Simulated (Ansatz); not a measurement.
# Relaxing a frame of liquid hydrogen fluoride from 273 K (116 atoms), part 3 of 3

How does a frame of liquid hydrogen fluoride from 273 K (116 atoms) relax, and what do bonds, charges and levels look like afterwards?

Ansatz 0.2.0; Kohn-Sham DFT, revPBE, PAW (set soft_2), plane waves.

The cell: 58 F and 58 H. The network of bonds at the start is that of the classical potential that made the cell. Sampling is at Γ alone, for a cell whose shortest periodic width is 12 Å.

So far, density (g/cm³): step 4 (distances and neighbours after relaxation) 1.00.

### 5. Single point at the relaxed geometry

One more single point at the end of the walk gives the fuller output and checks the residual forces.

File input.yaml:

```yaml
crystal:
  lattice:
    - [12.43539, 0.0, 0.0]
    - [0.0, 12.43539, 0.0]
    - [0.0, 0.0, 12.43539]
  atoms:
    - { symbol: F, position: [0.82748, 0.72271, 0.8957] }
    - { symbol: H, position: [0.83883, 0.64466, 0.89522] }
    - { symbol: F, position: [0.56279, 0.12233, 0.86636] }
    - { symbol: H, position: [0.6173, 0.06825, 0.88254] }
    - { symbol: F, position: [0.98318, 0.20684, 0.37284] }
    - { symbol: H, position: [0.92282, 0.23823, 0.41199] }
    - { symbol: F, position: [0.28014, 0.15559, 0.42143] }
    - { symbol: H, position: [0.25476, 0.21765, 0.38052] }
    - { symbol: F, position: [0.8395, 0.48326, 0.18807] }
    - { symbol: H, position: [0.76819, 0.50803, 0.21009] }
    - { symbol: F, position: [0.98417, 0.83784, 0.85181] }
    - { symbol: H, position: [0.92285, 0.79092, 0.8669] }
    - { symbol: F, position: [0.73227, 0.80748, 0.3561] }
    - { symbol: H, position: [0.77115, 0.87503, 0.36635] }
    - { symbol: F, position: [0.08595, 0.33451, 0.06442] }
    - { symbol: H, position: [0.05114, 0.27917, 0.10715] }
    - { symbol: F, position: [0.3151, 0.02986, 0.96022] }
    - { symbol: H, position: [0.32612, 0.95235, 0.95404] }
    - { symbol: F, position: [0.69696, 0.97804, 0.90321] }
    - { symbol: H, position: [0.69533, 0.94664, 0.97541] }
    - { symbol: F, position: [0.01156, 0.1238, 0.63628] }
    - { symbol: H, position: [0.00594, 0.12496, 0.71446] }
    - { symbol: F, position: [0.83113, 0.28814, 0.4755] }
    - { symbol: H, position: [0.80155, 0.24638, 0.53488] }
    - { symbol: F, position: [0.99951, 0.56241, 0.27868] }
    - { symbol: H, position: [0.93522, 0.53249, 0.24489] }
    - { symbol: F, position: [0.14556, 0.76015, 0.49263] }
    - { symbol: H, position: [0.10524, 0.78714, 0.43067] }
    - { symbol: F, position: [0.36162, 0.56087, 0.45567] }
    - { symbol: H, position: [0.33279, 0.59382, 0.39081] }
    - { symbol: F, position: [0.28439, 0.97628, 0.33204] }
    - { symbol: H, position: [0.28379, 0.04759, 0.36473] }
    - { symbol: F, position: [0.22961, 0.26148, 0.74357] }
    - { symbol: H, position: [0.23051, 0.27235, 0.82095] }
    - { symbol: F, position: [0.45855, 0.87557, 0.32563] }
    - { symbol: H, position: [0.39201, 0.91679, 0.32835] }
    - { symbol: F, position: [0.57117, 0.18315, 0.37026] }
    - { symbol: H, position: [0.53858, 0.23314, 0.42176] }
    - { symbol: F, position: [0.10116, 0.44691, 0.4065] }
    - { symbol: H, position: [0.05957, 0.49179, 0.35722] }
    - { symbol: F, position: [0.79729, 0.65381, 0.46617] }
    - { symbol: H, position: [0.77185, 0.71448, 0.4231] }
    - { symbol: F, position: [0.99963, 0.1243, 0.83682] }
    - { symbol: H, position: [0.94358, 0.16574, 0.8724] }
    - { symbol: F, position: [0.8608, 0.23617, 0.9297] }
    - { symbol: H, position: [0.8182, 0.20634, 0.98828] }
    - { symbol: F, position: [0.39696, 0.12587, 0.11437] }
    - { symbol: H, position: [0.36503, 0.08745, 0.05344] }
    - { symbol: F, position: [0.28639, 0.64831, 0.29006] }
    - { symbol: H, position: [0.29052, 0.61344, 0.21997] }
    - { symbol: F, position: [0.3635, 0.92373, 0.69957] }
    - { symbol: H, position: [0.2902, 0.90779, 0.67523] }
    - { symbol: F, position: [0.49103, 0.30966, 0.50232] }
    - { symbol: H, position: [0.45599, 0.27748, 0.56469] }
    - { symbol: F, position: [0.7407, 0.15967, 0.07118] }
    - { symbol: H, position: [0.73049, 0.19525, 0.14029] }
    - { symbol: F, position: [0.52161, 0.82017, 0.14466] }
    - { symbol: H, position: [0.49655, 0.84187, 0.21598] }
    - { symbol: F, position: [0.11728, 0.80014, 0.15591] }
    - { symbol: H, position: [0.09114, 0.84961, 0.10045] }
    - { symbol: F, position: [0.7258, 0.63618, 0.65213] }
    - { symbol: H, position: [0.75276, 0.64401, 0.5787] }
    - { symbol: F, position: [0.75274, 0.18478, 0.62891] }
    - { symbol: H, position: [0.72104, 0.1138, 0.61643] }
    - { symbol: F, position: [0.69657, 0.89847, 0.08691] }
    - { symbol: H, position: [0.62903, 0.86607, 0.11083] }
    - { symbol: F, position: [0.51252, 0.75135, 0.89134] }
    - { symbol: H, position: [0.53571, 0.75305, 0.81638] }
    - { symbol: F, position: [0.9507, 0.95856, 0.54254] }
    - { symbol: H, position: [0.97583, 0.02216, 0.58142] }
    - { symbol: F, position: [0.67728, 0.00259, 0.60268] }
    - { symbol: H, position: [0.60028, 0.99731, 0.58612] }
    - { symbol: F, position: [0.57244, 0.75581, 0.70015] }
    - { symbol: H, position: [0.63306, 0.70933, 0.68155] }
    - { symbol: F, position: [0.98994, 0.19251, 0.17193] }
    - { symbol: H, position: [0.98439, 0.19963, 0.24961] }
    - { symbol: F, position: [0.82983, 0.98009, 0.38435] }
    - { symbol: H, position: [0.87943, 0.97457, 0.44494] }
    [... 32 atom lines left out ...]
    - { symbol: F, position: [0.3224, 0.64226, 0.63471] }
    - { symbol: H, position: [0.33502, 0.61107, 0.56376] }
    - { symbol: F, position: [0.40997, 0.22405, 0.6647] }
    - { symbol: H, position: [0.33907, 0.24067, 0.69403] }
    - { symbol: F, position: [0.24028, 0.2874, 0.94387] }
    - { symbol: H, position: [0.17829, 0.30296, 0.98896] }
kpoints:
  mp_grid: { grid: [1, 1, 1] }
hamiltonian:
  xc: revpbe
scf:
  occupations: { method: gaussian, width: 0.05 }
output:
  forces: true
  stress: true
  populations: true
  dos:
    method: { smearing: { sigma: 0.1 } }
    de: 0.1
    projected: { site_lists: { F: [F], H: [H] } }
  eigenvalues: true
  write_density: true
  write_potential: true
  volumetric_format: npy
  elf: true
```

Launch:

```
$ ansatz run input.yaml --threads 4 --pin off --max-ram 8192MiB --backend cpu --events-out ev --progress --plain --runs-dir out
```

Numbers of over 12 decimals in the logs are rounded to 6 here.

Log:

```text
[...]
Crystal: 116 atoms, lattice volume = 1922.995 Å³
Basis set: ecut = 420 eV, 37529 PW (Γ), exchange–correlation on 180×180×180 points (8 copies of the dense FFT grid, shifted against one another)
Bands: 348, of which v1, the nominal top of the filled ones, is band 232 counted from 1 (231 counted from 0)
Symmetry: 1 space group operations
[...]
k-points: 1
[...]
SCF iter   1: F=—  HF=-47922.274710 eV  |F-HF|=—  |Δ(HF+E_count)|=         —  Δρ=4.12e-3  dr2=2.17e-1  ethr=1.77e-3  ⟨swp⟩=5.0  Hψ=1313  notcnv=0  defer=97
[...]
SCF iter   8: F=-47922.125843 eV  HF=-47922.125844 eV  |F-HF|=1.35e-7  |Δ(HF+E_count)|=   7.56e-7  Δρ=2.75e-6  dr2=9.35e-8  ethr=2.16e-11  ⟨swp⟩=23.0  Hψ=3494  notcnv=0
SCF 1 converged in 8 iterations: F = -47922.125843 eV  dr2 = 9.35e-8
[...]
WARN: The output density's exchange-correlation potential varies sharply where the density is thin. Do not read a vacuum level from v_tot or v_xc, or from such a field of the output density. On a cell that repeats whose density bears no net charge and no dipole along the vacuum's axis use v_es (v_loc + v_h of the components); [...]
SCF converged after 8 iterations
Free energy (F): -47922.125843 eV
[...]
Internal energy: -47922.125843 eV  (E = F + TS)
E sigma→0 (E₀):  -47922.125843 eV
Fermi energy:    -2.631365 eV
[...]
--- Forces (eV/Å), atoms counted from 1 ---
  atom   1  F      0.00858924    -0.00114543    -0.00980440
  atom   2  H     -0.00238222     0.00199329    -0.00149627
  atom   3  F      0.00727213    -0.00573498     0.00317886
  atom   4  H     -0.00517199    -0.00010260    -0.00352932
  atom   5  F      0.00284078    -0.00174194    -0.00601897
  atom   6  H     -0.00314879     0.00212688     0.00330819
  atom   7  F     -0.00224294    -0.00032847    -0.00127105
  atom   8  H     -0.00001860    -0.00100660     0.00028057
  atom   9  F     -0.04166014     0.03111301     0.03557617
  atom  10  H      0.01758407     0.00171575    -0.00488797
  atom  11  F     -0.00723562    -0.00664929     0.00912344
  atom  12  H      0.00678832     0.00409318     0.00100137
  atom  13  F      0.00359171     0.00111936     0.00165621
  atom  14  H     -0.00050456    -0.00022974    -0.00004510
[...]
atom 115  F     -0.00700624     0.00226996     0.00415268
  atom 116  H      0.00378716    -0.00044910    -0.00196393
  max |Σ_I F_I| component: 1.13e-4 eV/Å
--- Stress (GPa, compression-positive) ---
        0.166666       0.019583       0.079981
        0.019583       0.156259      -0.000102
        0.079981      -0.000102       0.070365
  P = ⅓ Tr σ = 0.1311 GPa (1.311 kbar)
--- Band table (eV) ---
[...]
--- Löwdin populations: 116 sites ---
  site symbol       q [e]
     0      F      7.4325
     1      H      0.5173
     2      F      7.4371
[...]
115      H      0.5125
  spilling = 0.006776 (of n_electrons = 464.000000)
```

The job ended after 10 s (4 threads of Intel Xeon 6975P-C (Granite Rapids), shared host; peak memory 2.2 GiB; 39 s of CPU time).

The program notes that the exchange-correlation potential is rough where the density is thin.

Numbers from this run:

```yaml
free_energy: -47922.1258 eV
free_energy_per_atom: -413.1218 eV/atom
scf_cycles: 8
pressure: 0.1311 GPa
r_m_s_force_component: 0.00848 eV/Å
longest_force: 0.07158 eV/Å
fermi_energy: -2.631 eV
spacing_of_highest_filled_and_lowest_empty_level: 7.834 eV
spilling_of_the_projection: 0.006776
```

Löwdin charges by element (they lack the spilled electrons, 0.027 e an atom on average):

| element | coordination | atoms | mean charge (e) | spread | least | most |
| --- | --- | --- | --- | --- | --- | --- |
| F | all | 58 | -0.431 | 0.0032 | -0.437 | -0.423 |
| H | all | 58 | 0.485 | 0.0019 | 0.480 | 0.488 |

Density of states as counts of states in windows of 1 eV (from the Fermi level), total and the larger projections:

| from (eV) | to (eV) | total | F p | H s |
| --- | --- | --- | --- | --- |
| -10 | -9 | 31.9 | 23.8 | 6.3 |
| -9 | -8 | 32.1 | 24.8 | 4.8 |
| -8 | -7 | 34.0 | 28.0 | 3.0 |
| -7 | -6 | 18.0 | 15.4 | 1.1 |
| -6 | -5 | 0.1 | 0.1 | 0.0 |
| -5 | -4 | 217.8 | 216.6 | 0.4 |
| -4 | -3 | 14.1 | 14.0 | 0.0 |
| -3 | 3 | 0.0 | 0.0 | 0.0 |
| 3 | 4 | 1.8 | 0.1 | 1.2 |
| 4 | 5 | 2.2 | 0.1 | 1.3 |

Between -26 and -10 eV lie 116 more states.

The levels nearest the highest filled one (over half full), pooled over k-points and spins:

| level less the highest filled one (eV) | occupation |
| --- | --- |
| -0.0698 | 2 |
| -0.064 | 2 |
| -0.042 | 2 |
| -0.0345 | 2 |
| -0.0213 | 2 |
| 0 | 2 |
| 7.83 | 0 |
| 8.93 | 0 |
| 8.96 | 0 |
| 9.02 | 0 |
| 9.05 | 0 |
| 9.08 | 0 |

Valence density in the ac plane at fractional y = 0.233, with atoms of H and F within 0.2 Å of it. It is the smooth field of the valence electrons, not physical close to the nuclei.

Ten steps, logarithmic in the rise over the least value, from '0' (0 e/Å³) to '9' (11 e/Å³), each cell a mean:
```
00000023442000000000000000024776310
00000024542000000000000000025898510
00000012221000000001111000013676310
00000011210000000002442100001221100
00000024431000000001332100000000000
00000147863111110000110000000000000
00000147763344542100000000000000000
00000013332468985200000012321000000
00000000000247874100000024653100000
00000000000013432100000024542100000
00000000000000122210000001233210000
00000000000000012221000000135431000
00000000011000012222100000134542111
42000001232100001245321000012333445
74100001343100000245542000000112578
74100012331000000134542211000001367
31000012210000000012223555310000123
21000001100000000000013689731000023
43100000000000000000002578631000134
64200000000000000000000234310000257
54210000000000122110000012210000145
22110000000001244320000012321000012
00110000000000134320000012221000000
00000011110000011100000001122321100
```
Columns run along a (12.4 Å), rows up along c (12.4 Å). Atoms in or near the plane, at fractional coordinates: H at (0.92, 0.41), H at (0.25, 0.38), H at (0.80, 0.53), H at (0.54, 0.42), F at (0.86, 0.93), H at (0.44, 0.09), H at (0.59, 0.84), H at (0.66, 0.30), F at (0.41, 0.66), H at (0.34, 0.69).

ELF in the ac plane at fractional y = 0.233, with atoms of H and F within 0.2 Å of it. It is the smooth field of the valence electrons, not physical close to the nuclei.

Ten even steps from '0' (0.00) to '9' (0.87), each cell a mean:
```
00000147887300000000000000038988730
00000158986300000000000000148868830
00000024542000000000221000048998510
11000002210000000003885100014553001
11000146763000000002664200000000001
00001589886101331000121000000000000
00001589995477887300000002321000000
11000256642798798510000147775200001
32100001100378897300000379986200002
22100000000136652000000368863100001
00000000000000123321000023245420000
00000000111000024542000000269853100
21000000233200023332100000257873111
76400001455310000279642000146743787
99510001585210000379874100002114998
98400122331000000368873221100002688
42000245310000000245425987752000245
31000133210000000000016988984000024
75200001000000000000014888962000368
98410000000000000000002455310002689
85200000000000023221000013310002588
21211000000000389642000135542000133
00121000000000267542000246641000000
00110013443000012221000123214644200
```
Columns run along a (12.4 Å), rows up along c (12.4 Å). Atoms in or near the plane, at fractional coordinates: H at (0.92, 0.41), H at (0.25, 0.38), H at (0.80, 0.53), H at (0.54, 0.42), F at (0.86, 0.93), H at (0.44, 0.09), H at (0.59, 0.84), H at (0.66, 0.30), F at (0.41, 0.66), H at (0.34, 0.69).

Mean Löwdin charges: F -0.43, H +0.48 e (they miss 0.68 % of the electrons, so they add up to more than the cell's charge). The largest share in the top eV of filled states is F p (100 % of the projected weight), and in the lowest eV of empty states H s (80 % of the projected weight).

The surroundings of H114, picked at random, nearest first, numbered as they follow in the input and with coordinates relative to it.

| atom | x | y | z | distance (Å) | Löwdin charge (e) |
| --- | --- | --- | --- | --- | --- |
| H114 | 0.00 | 0.00 | 0.00 | 0.00 | 0.49 |
| F113 | 0.88 | -0.21 | -0.36 | 0.98 | -0.43 |
| F33 | -1.36 | 0.26 | 0.62 | 1.52 | -0.43 |
| H34 | -1.35 | 0.39 | 1.58 | 2.11 | 0.49 |
| H54 | 1.45 | 0.46 | -1.61 | 2.22 | 0.49 |
| F53 | 1.89 | 0.86 | -2.38 | 3.16 | -0.43 |
| F115 | -1.23 | 0.58 | 3.11 | 3.39 | -0.43 |
| H94 | 3.14 | -0.01 | 1.80 | 3.62 | 0.49 |
| F7 | -0.73 | -1.06 | -3.39 | 3.63 | -0.43 |
| H80 | 1.21 | -3.42 | -0.99 | 3.76 | 0.48 |

### 6. Summary of results

```json
{
 "energy change in the relaxation": "-117.1 meV/atom",
 "r.m.s. displacement": "1.363 Å",
 "largest displacement": "2.794 Å",
 "free energy per atom": "-413.1218 eV/atom",
 "pressure": "0.1311 GPa",
 "r.m.s. force component": "0.00848 eV/Å",
 "gap (highest filled to lowest empty level)": "7.834 eV",
 "wall time of the 3 DFT runs": "3.7 min"
}
```

Relaxation lowers the energy by 117 meV/atom and moves atoms by 1.4 Å r.m.s.; the r.m.s. force component goes from 0.70 to 0.0085 eV/Å, the pressure goes from 4.4 to 0.13 GPa, and the gap from 7.27 to 7.83 eV. From the first step to the last the energy fell by 13.582 eV, and the largest move was 2.79 Å (F79). Filled and empty levels are parted by 7.83 eV (at Γ alone); a semilocal functional tends to put such gaps too low. In a disordered cell it changes from sample to sample and from frame to frame.

**Limits.** The network of bonds at the start is that of the classical potential that made the cell; in DFT atoms moved by 1.4 Å r.m.s.

[Logs are printed without paths, hosts, clocks, repeated set-up lines and the standing remarks that a program may print on its own settings, such as how far it seeks lower states.]

[Hosts, paths, dates, database ids (printed as entryN), source tags and the programs' standing remarks are cut or masked in the printed files.]
